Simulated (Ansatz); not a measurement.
# How fast states decay through BaCaI2F2, part 2 of 3

A new crystal, BaCaI2F2: structure, gap and complex bands. It is built by putting F for part of the I in the BaCaI4 structure of space group P2/m, with the volume rescaled by atomic radii. The parent structure comes from the Materials Project.

Ansatz 0.2.0; LDA DFT, plane waves, PAW files (the session's first sound run).

So far. Step 2 (Cell and atoms at rest): The largest force component on a free atom ends at 0.0016 eV/Å.

The structure was built from a prototype and need not be the compound's stable phase.

## 3. The bulk crystal and its band edges

The energy window and the wavevectors of the next steps follow from the band edges, so these are searched first, off the mesh as well.

Contents of input.yaml:

```yaml
crystal:
  lattice:
    - [4.1634484052, 0.0, 0.0138954645]
    - [0.0, 4.1560550472, 0.0]
    - [-0.0286296622, 0.0, 8.5873415818]
  atoms:
    - { symbol: Ba, position: [0.2499919224, 0.5, 0.4096474907] }
    - { symbol: Ca, position: [-0.2500095932, 0.0, 0.1007563069] }
    - { symbol: F, position: [0.2500144602, 0.0, 0.2320842382] }
    - { symbol: I, position: [0.2500196163, 0.5, 0.9215079291] }
    - { symbol: F, position: [0.7499912321, 0.5, 0.2321174907] }
    - { symbol: I, position: [0.7499923623, 0.0, 0.6038865444] }
kpoints:
  mp_grid: { grid: [4, 6, 4] }
  band_path: { path: [VBM, CBM], npoints: 30 }
scf:
  occupations: { method: fixed }
hamiltonian:
  xc: lda
output:
  eigenvalues: true
  write_potential: true
  write_density: true
  volumetric_format: npy
  elf: true
```

Started as:

```console
$ ansatz run input.yaml --threads 2 --pin off --max-ram 4096MiB --backend cpu --events-out ev --progress --plain --runs-dir out
```

Numbers of over 12 decimals in the logs are rounded to 6 here.

Log:

```text
[...]
Crystal: 6 atoms, lattice volume = 148.593 Å³
Basis set: ecut = 420 eV, 2845 PW (Γ)
Bands: 41, of which v1, the nominal top of the filled ones, is band 34 counted from 1 (33 counted from 0)
Symmetry: 2 space group operations
[...]
k-points: 40 of 96 (time reversal used)
[...]
SCF iter   1: F=—  HF=-23862.998225 eV  |F-HF|=—  |Δ(HF+E_count)|=         —  Δρ=1.10e-2  dr2=1.29e-1  ethr=1.77e-3  ⟨swp⟩=6.9  Hψ=6624  notcnv=0  defer=191
[...]
SCF iter   7: F=-23862.963416 eV  HF=-23862.963416 eV  |F-HF|=1.62e-8  |Δ(HF+E_count)|=   2.26e-8  Δρ=4.90e-6  dr2=3.65e-8  ethr=1.47e-10  ⟨swp⟩=16.6  Hψ=10561  notcnv=0
SCF 1 converged in 7 iterations: F = -23862.963416 eV  dr2 = 3.65e-8
[...]
NSCF: frozen V_eff on 80 k-points
[...]
SCF converged after 7 iterations
Free energy (F): -23862.963416 eV
[...]
Internal energy: -23862.963416 eV  (E = F + TS)
E sigma→0 (E₀):  -23862.963416 eV
Fermi energy:    6.816842 eV
[...]
--- Band table (eV; the first three rows and the last of 40) ---
  k-point 0: bands = [... 30 lower, 6.0711, 6.5665, 6.8034, 6.8168, 10.2193, 10.3629, 11.4295, 11.8715, ... 3 higher]
  k-point 1: bands = [... 30 lower, 6.0973, 6.3458, 6.7761, 6.7895, 10.2605, 10.6287, 11.7612, 11.7820, ... 3 higher]
  k-point 2: bands = [... 30 lower, 6.1105, 6.1256, 6.7467, 6.7599, 10.3062, 11.1465, 11.6061, 11.6523, ... 3 higher]
  k-point 39: bands = [... 30 lower, 5.4065, 5.4773, 5.4797, 6.1463, 11.1758, 11.7755, 12.2016, 12.5312, ... 3 higher]
```

Elapsed: 75 s, on 2 threads of Arm Neoverse V2, shared host; peak memory 0.6 GiB; 2.5 min of CPU time.

This step gave:

```
Fermi energy        : 6.817 eV
gap on the k-mesh   : 3.402 eV
gap on path         : 3.402 eV, by band count; negative where bands overlap
direct gap on path  : 3.402 eV
edge places on path : 0, 0 1/A along the path
```

Levels at VBM (eV): -4.99, -4.99, -4.90, -4.74, -4.00, -4.00, -2.24, -0.76, -0.75, -0.25, -0.01, 0.00, 3.40, 3.55, 4.61, 5.05, 5.08, 5.90, 6.43.

ELF in the ac plane at fractional y = 0.000, with atoms of Ca and F and I within 0.2 Å of it. It is the smooth field of the valence electrons, not physical close to the nuclei.

Ten even steps from '_' (0.01) to '@' (0.85), each cell a mean:
```
__________________..::::____
____________________________
____________________________
____________________....____
________________::==++++--..
--..________::==##%%%%%%%%**
##==..____..++%%%%%%%%%%%%%%
%%##::____--%%%%##**++++####
%%%%--__..++%%%%**--::::++##
%%%%==....++%%##**::==--==**
%%%%--....++%%%%**++----++##
%%**::__..--##%%####****##%%
**--______..==##%%%%%%%%%%%%
::__________..--**##%%%%##++
______..________..--====::..
__::++**++==..______________
--**%%@@@@%%++::____________
++%%%%##%%@@##--____________
==%%%%**##@@##::__::++==..__
..**@@@@@@@@==..++%%@@@@##--
..::**####++..::%%@@@@@@@@##
..__..::..____--@@@@@@@@@@%%
..____________::%%@@@@@@@@##
________________==##@@%%**::
```
Columns run along a (4.2 Å), rows up along c (8.6 Å). Atoms in or near the plane, at fractional coordinates: Ca at (0.75, 0.10), F at (0.25, 0.23), I at (0.75, 0.60).

Electrostatic potential energy in the ac plane at fractional y = 0.000, with atoms of Ca and F and I within 0.2 Å of it. With pseudopotentials it is smooth inside the atoms' cores, unlike the true potential.

Ten even steps from '_' (-40 eV) to '@' (13 eV), each cell a mean:
```
@@@@@@@@@@@@@@@@%%%%%%%%%%%%
@@@@@@@@@@@@@@@@@@@@@@@@@@@@
@@@@@@@@@@@@@@@@@@@@@@@@@@@@
@@@@@@@@@@@@@@@@@@@@@@@@@@@@
@@@@@@@@@@@@@@@@@@@@@@@@@@@@
@@@@@@@@@@@@@@@@@@@@%%%%@@@@
@@@@@@@@@@@@@@@@%%******##%%
%%@@@@@@@@@@@@%%++++****++**
##@@@@@@@@@@%%**++%%@@@@##++
##@@@@@@@@@@%%**++@@@@@@##++
%%@@@@@@@@@@%%##++**%%%%++++
%%@@@@@@@@@@@@%%**++++++**##
@@@@@@@@@@@@@@@@%%%%####%%@@
@@@@@@@@@@@@@@@@@@@@@@@@@@@@
@@@@@@@@@@@@@@@@@@@@@@@@@@@@
@@@@@@@@@@@@@@@@@@@@@@@@@@@@
@@@@##++++%%@@@@@@@@@@@@@@@@
@@##::__..--@@@@@@%%%%%%%%@@
@@##..____::%%%%%%########%%
%%%%++----**%%%%**==::::==##
%%%%@@%%@@@@%%##--______..++
##%%@@@@@@@@%%##::________==
%%@@@@@@@@@@%%##==..____::++
%%@@@@@@@@@@@@%%##++====**##
```
Columns run along a (4.2 Å; values clipped at the 3rd and 97th percentile), rows up along c (8.6 Å). Atoms in or near the plane, at fractional coordinates: Ca at (0.75, 0.10), F at (0.25, 0.23), I at (0.75, 0.60).

Valence density in the ac plane at fractional y = 0.000, with atoms of Ca and F and I within 0.2 Å of it. It is the smooth field of the valence electrons, not physical close to the nuclei.

Ten steps, logarithmic in the rise over the least value, from '_' (0 e/Å³) to '@' (17 e/Å³), each cell a mean:
```
____________________....____
____________________________
____________________________
____________________________
____________________________
________________............
..____________..::------::::
::..________..::--++****==--
::..________::--++%%@@@@##==
::..______..::--**%%@@@@##==
::..________..--==**%%%%++==
....________..::--======--::
..____________..::::::::::..
__________________........__
____________________________
__....::::..________________
..::==++++==..______________
..==##%%%%**--..____________
::==##@@%%**--......::::....
..--++****==::..--==++++==::
....::----::..::==**####**==
..____..______::++######**==
..____________..==**##**++--
________________::--====--..
```
Columns run along a (4.2 Å), rows up along c (8.6 Å). Atoms in or near the plane, at fractional coordinates: Ca at (0.75, 0.10), F at (0.25, 0.23), I at (0.75, 0.60).

The searched edges give 3.40 eV, as on the mesh.

## 4. Complex bands, plane (100), k-mesh 6×4×6

This step: LDA DFT, plane waves, PAW files; complex bands by layer matching along the plane's normal (Ansatz 0.2.0).

The same crystal is laid in a cell whose first two vectors span the (100) plane (indices of the standard conventional cell, whose axes can be ordered otherwise than in the bulk input). At fixed energy and wavevector in the plane the solver finds all kz, real and complex. A few wavevectors are listed, (0, 0) and (0.5, 0) in units of the plane's reciprocal vectors; the slowest state needn't be among them.

Contents of input.yaml:

```yaml
crystal:
  lattice:
    - [4.156055047, 0.0, 0.0]
    - [0.0, 8.587389306, 0.0]
    - [0.0, 1.4787e-05, 4.163471593]
  atoms:
    - { symbol: Ba, position: [0.5, 0.4096474907, 0.2499919224] }
    - { symbol: Ca, position: [0.0, 0.1007563069, 0.7499904068] }
    - { symbol: F, position: [0.0, 0.2320842382, 0.2500144602] }
    - { symbol: I, position: [0.5, 0.9215079291, 0.2500196163] }
    - { symbol: F, position: [0.5, 0.2321174907, 0.7499912321] }
    - { symbol: I, position: [0.0, 0.6038865444, 0.7499923623] }
kpoints:
  mp_grid: { grid: [6, 4, 6] }
scf:
  occupations: { method: fixed }
hamiltonian:
  xc: lda
output:
  eigenvalues: true
  transmission:
    leads: [[0, 0]]
    kpoints: [[0.0, 0.0], [0.5, 0.0]]
    e_range: [-1.0, 4.4]
    de: 0.09
```

Log:

```text
[...]
Crystal: 6 atoms, lattice volume = 148.593 Å³
Basis set: ecut = 420 eV, 2845 PW (Γ)
Bands: 41, of which v1, the nominal top of the filled ones, is band 34 counted from 1 (33 counted from 0)
Symmetry: 2 space group operations
[...]
k-points: 56 of 144 (time reversal used)
[...]
SCF iter   1: F=—  HF=-23863.003579 eV  |F-HF|=—  |Δ(HF+E_count)|=         —  Δρ=1.10e-2  dr2=1.29e-1  ethr=1.77e-3  ⟨swp⟩=7.0  Hψ=9363  notcnv=0  defer=263
[...]
SCF iter   7: F=-23862.968703 eV  HF=-23862.968703 eV  |F-HF|=1.17e-8  |Δ(HF+E_count)|=   2.39e-8  Δρ=4.34e-6  dr2=3.30e-8  ethr=1.47e-10  ⟨swp⟩=16.4  Hψ=14829  notcnv=0
SCF 1 converged in 7 iterations: F = -23862.968703 eV  dr2 = 3.30e-8
[...]
transmission: 6 of 12 steps passed
transmission: 12 of 12 steps passed
SCF converged after 7 iterations
Free energy (F): -23862.968703 eV
[...]
Internal energy: -23862.968703 eV  (E = F + TS)
E sigma→0 (E₀):  -23862.968703 eV
Fermi energy:    6.815155 eV
[...]
--- Band table (eV; the first three rows and the last of 56) ---
  k-point 0: bands = [... 30 lower, 6.0698, 6.5651, 6.8018, 6.8152, 10.2194, 10.3628, 11.4293, 11.8714, ... 3 higher]
  k-point 1: bands = [... 30 lower, 6.0987, 6.1753, 6.6019, 6.7784, 10.5907, 10.9108, 11.8786, 11.9915, ... 3 higher]
  k-point 2: bands = [... 30 lower, 5.7881, 6.1508, 6.4905, 6.7111, 10.9604, 11.5724, 11.7093, 12.0835, ... 3 higher]
  k-point 55: bands = [... 30 lower, 5.4058, 5.4760, 5.4784, 6.1446, 11.1757, 11.7757, 12.2015, 12.5312, ... 3 higher]
--- Transmission ---
  basis      : 305 plane waves across, 6 finite elements along
  points     : 2, as listed
  energies   : 61 from -1.000000 to 4.400000 eV about the Fermi level, 0.090000 eV apart; the leads are filled to 1.702117 eV, and channels, transmission and decay are at 1.700000 eV
  crystal 0  : Ba1F2I2Ca1, at the sites [0, 0], period 4.1635 Å: whole cells are its period
    offset         : up to 0.0000 Å between an atom of the period and one for which it stands
    channels       : 0.000000e0 a spin
    conductance    : none, the energies end too early or step too widely for 300 K: set another output.transmission.e_range or a lower de, or, where they end at an eighth of basis.ecutwfc, a higher one
    slowest decay  : 0.2525 /Å at (0.0000, 0.0000)
```

The job ended after 96 s (2 threads; peak memory 1.1 GiB).

This step gave:

| Item | Value |
| --- | --- |
| free energy | -23862.9687 eV |
| Fermi energy | 6.815 eV |
| gap on the k-mesh | 3.404 eV |
| level to which the leads are filled | 1.702 eV from the Fermi level |
| decay constant at the filling level, zone centre | 0.2525 Å⁻¹ |
| decay constant at the filling level, slowest listed point | 0.2525 Å⁻¹ |

K parallel (0, 0); values up to 1.5 1/Å, a degenerate pair printed once or twice; energies at which all values exceed this have no row. Table of Im kz of the slowest decaying states by energy, zero at the highest filled level on the SCF mesh:

```csv
energy (eV),decay 1 (Å⁻¹),decay 2 (Å⁻¹),decay 3 (Å⁻¹),decay 4 (Å⁻¹)
-1.0000,0.569,0.613,0.632,0.784
-0.7300,0.0482,0.512,0.598,0.766
-0.4600,0.127,0.438,0.571,0.748
-0.2800,0.0892,0.427,0.544,0.735
-0.0100,0.0162,0.329,0.513,0.543
0.2600,0.136,0.313,0.519,0.530
0.5300,0.181,0.305,0.530,0.673
0.7100,0.202,0.305,0.535,0.661
0.9800,0.224,0.305,0.541,0.638
1.2500,0.239,0.304,0.543,0.613
1.5200,0.249,0.299,0.542,0.588
1.7900,0.254,0.291,0.538,0.562
1.9700,0.254,0.283,0.533,0.543
2.2400,0.251,0.268,0.514,0.524
2.5100,0.239,0.250,0.483,0.512
2.7800,0.212,0.232,0.448,0.498
2.9600,0.185,0.217,0.422,0.487
3.2300,0.123,0.178,0.377,0.469
3.5000,0.0754,0.326,0.425,0.464
3.7700,0.274,0.393,0.400,0.419
4.0400,0.224,0.325,0.373,0.481
4.2200,0.187,0.270,0.341,0.460
```

K parallel (0.5, 0); values up to 1.5 1/Å, a degenerate pair printed once or twice; energies at which all values exceed this have no row. The Im kz of the slowest decaying states by energy, zero at the highest filled level on the SCF mesh:

```csv
energy (eV),decay 1 (Å⁻¹),decay 2 (Å⁻¹),decay 3 (Å⁻¹),decay 4 (Å⁻¹)
-1.00,0.228,0.418,0.707,0.861
-0.73,0.0815,0.311,0.708,0.856
-0.46,0.131,0.216,0.707,0.849
-0.19,0.287,0.314,0.349,0.704
-0.01,0.119,0.305,0.361,0.423
0.08,0.151,0.314,0.379,0.455
0.35,0.211,0.336,0.419,0.542
0.62,0.248,0.351,0.446,0.683
0.89,0.274,0.361,0.466,0.671
1.16,0.292,0.366,0.480,0.657
1.43,0.304,0.368,0.490,0.641
1.70,0.313,0.367,0.497,0.623
1.97,0.317,0.363,0.500,0.601
2.24,0.318,0.356,0.501,0.577
2.51,0.317,0.346,0.497,0.548
2.78,0.312,0.333,0.490,0.515
3.05,0.304,0.317,0.475,0.479
3.32,0.292,0.296,0.425,0.462
3.59,0.271,0.275,0.356,0.441
3.86,0.0307,0.238,0.253,0.341
4.13,0.192,0.213,0.266,0.368
4.40,0.0848,0.190,0.323,0.358
```

At the listed wavevectors the last open channel is at -0.01 eV and the next at +3.41 eV on the grid. At +1.70 eV, the grid energy nearest the filling level (the middle of the gap on the SCF mesh), the slowest state at the listed wavevectors decays with κ = 0.253 Å⁻¹, its amplitude falling by e over 4.0 Å. Through 1 nm of this crystal that state's transmission falls by exp(−2 × 0.253 Å⁻¹ × 10 Å) = 0.0064.

## 5. Decay over the two-dimensional zone

The listed points could miss the slowest state, so one energy near mid-gap is solved on a mesh of 10×6.

Changes to input.yaml since step 4:

```diff
@@ -20,6 +20,2 @@
   eigenvalues: true
-  transmission:
-    leads: [[0, 0]]
-    kpoints: [[0.0, 0.0], [0.5, 0.0]]
-    e_range: [-1.0, 4.4]
-    de: 0.09
+  transmission: { leads: [[0, 0]], kmesh: [10, 6], e_range: [1.7, 1.71], de: 0.05 }
```

Log:

```text
[...]
Crystal: 6 atoms, lattice volume = 148.593 Å³
Basis set: ecut = 420 eV, 2845 PW (Γ)
Bands: 41, of which v1, the nominal top of the filled ones, is band 34 counted from 1 (33 counted from 0)
Symmetry: 2 space group operations
[...]
k-points: 56 of 144 (time reversal used)
[...]
SCF iter   1: F=—  HF=-23863.003579 eV  |F-HF|=—  |Δ(HF+E_count)|=         —  Δρ=1.10e-2  dr2=1.29e-1  ethr=1.77e-3  ⟨swp⟩=7.0  Hψ=9363  notcnv=0  defer=263
[...]
SCF iter   7: F=-23862.968703 eV  HF=-23862.968703 eV  |F-HF|=1.17e-8  |Δ(HF+E_count)|=   2.39e-8  Δρ=4.34e-6  dr2=3.30e-8  ethr=1.47e-10  ⟨swp⟩=16.4  Hψ=14829  notcnv=0
SCF 1 converged in 7 iterations: F = -23862.968703 eV  dr2 = 3.30e-8
[...]
transmission: 24 of 144 steps passed
transmission: 48 of 144 steps passed
[...]
transmission: 144 of 144 steps passed
SCF converged after 7 iterations
Free energy (F): -23862.968703 eV
[...]
Internal energy: -23862.968703 eV  (E = F + TS)
E sigma→0 (E₀):  -23862.968703 eV
Fermi energy:    6.815155 eV
[...]
--- Band table (eV; the first three rows and the last of 56) ---
  k-point 0: bands = [... 30 lower, 6.0698, 6.5651, 6.8018, 6.8152, 10.2194, 10.3628, 11.4293, 11.8714, ... 3 higher]
  k-point 1: bands = [... 30 lower, 6.0987, 6.1753, 6.6019, 6.7784, 10.5907, 10.9108, 11.8786, 11.9915, ... 3 higher]
  k-point 2: bands = [... 30 lower, 5.7881, 6.1508, 6.4905, 6.7111, 10.9604, 11.5724, 11.7093, 12.0835, ... 3 higher]
  k-point 55: bands = [... 30 lower, 5.4058, 5.4760, 5.4784, 6.1446, 11.1757, 11.7757, 12.2015, 12.5312, ... 3 higher]
--- Transmission ---
  basis      : 305 plane waves across, 6 finite elements along
  points     : 24, standing for a mesh of 10 x 6
  energies   : 1 from 1.700000 to 1.700000 eV about the Fermi level; the leads are filled to 1.702117 eV, and channels, transmission and decay are at 1.700000 eV
[...]
channels       : 0.000000e0 a spin
    conductance    : none, crystal 0 has no channel at the energies, or these end too early or step too widely for 300 K: set another output.transmission.e_range or a lower de, or, where they end at an eighth of basis.ecutwfc, a higher one
    slowest decay  : 0.2525 /Å at (0.0000, 0.0000)
```

It took 84 s on 2 threads; peak memory 1.2 GiB; 2.8 min of CPU time.

Numbers from this step:

| Item | Value |
| --- | --- |
| least decay constant on the mesh | 0.2525 Å⁻¹ |

Slowest decay constant (1/Å; 0 where a channel is open) over k1 and k2. At 1.7000 eV from the Fermi level.

Values, 6 rows by 10 columns:
```
0.301 0.303 0.308 0.301 0.285 0.277 0.285 0.301 0.308 0.303
0.309 0.310 0.308 0.294 0.273 0.262 0.273 0.294 0.308 0.310
0.313 0.313 0.308 0.291 0.267 0.253 0.267 0.291 0.308 0.313
0.309 0.310 0.308 0.294 0.273 0.262 0.273 0.294 0.308 0.310
0.301 0.303 0.308 0.301 0.285 0.277 0.285 0.301 0.308 0.303
0.295 0.299 0.309 0.305 0.290 0.283 0.290 0.305 0.309 0.299
```
Columns: k1 (b1) from -0.5 to 0.4; rows upwards: k2 (b2) from -0.5 to 0.333.

The least value on the mesh is 0.253 Å⁻¹ at +1.70 eV. At that energy the listed points give about 0.252 Å⁻¹ by interpolation, so the mesh holds no clearly slower state.

[end of part 2 of 3]

[Logs are printed without paths, hosts, clocks, repeated set-up lines and the standing remarks that a program may print on its own settings, such as how far it seeks lower states.]

[Hosts, paths, dates, database ids (printed as entryN), source tags and the programs' standing remarks are cut or masked in the printed files.]
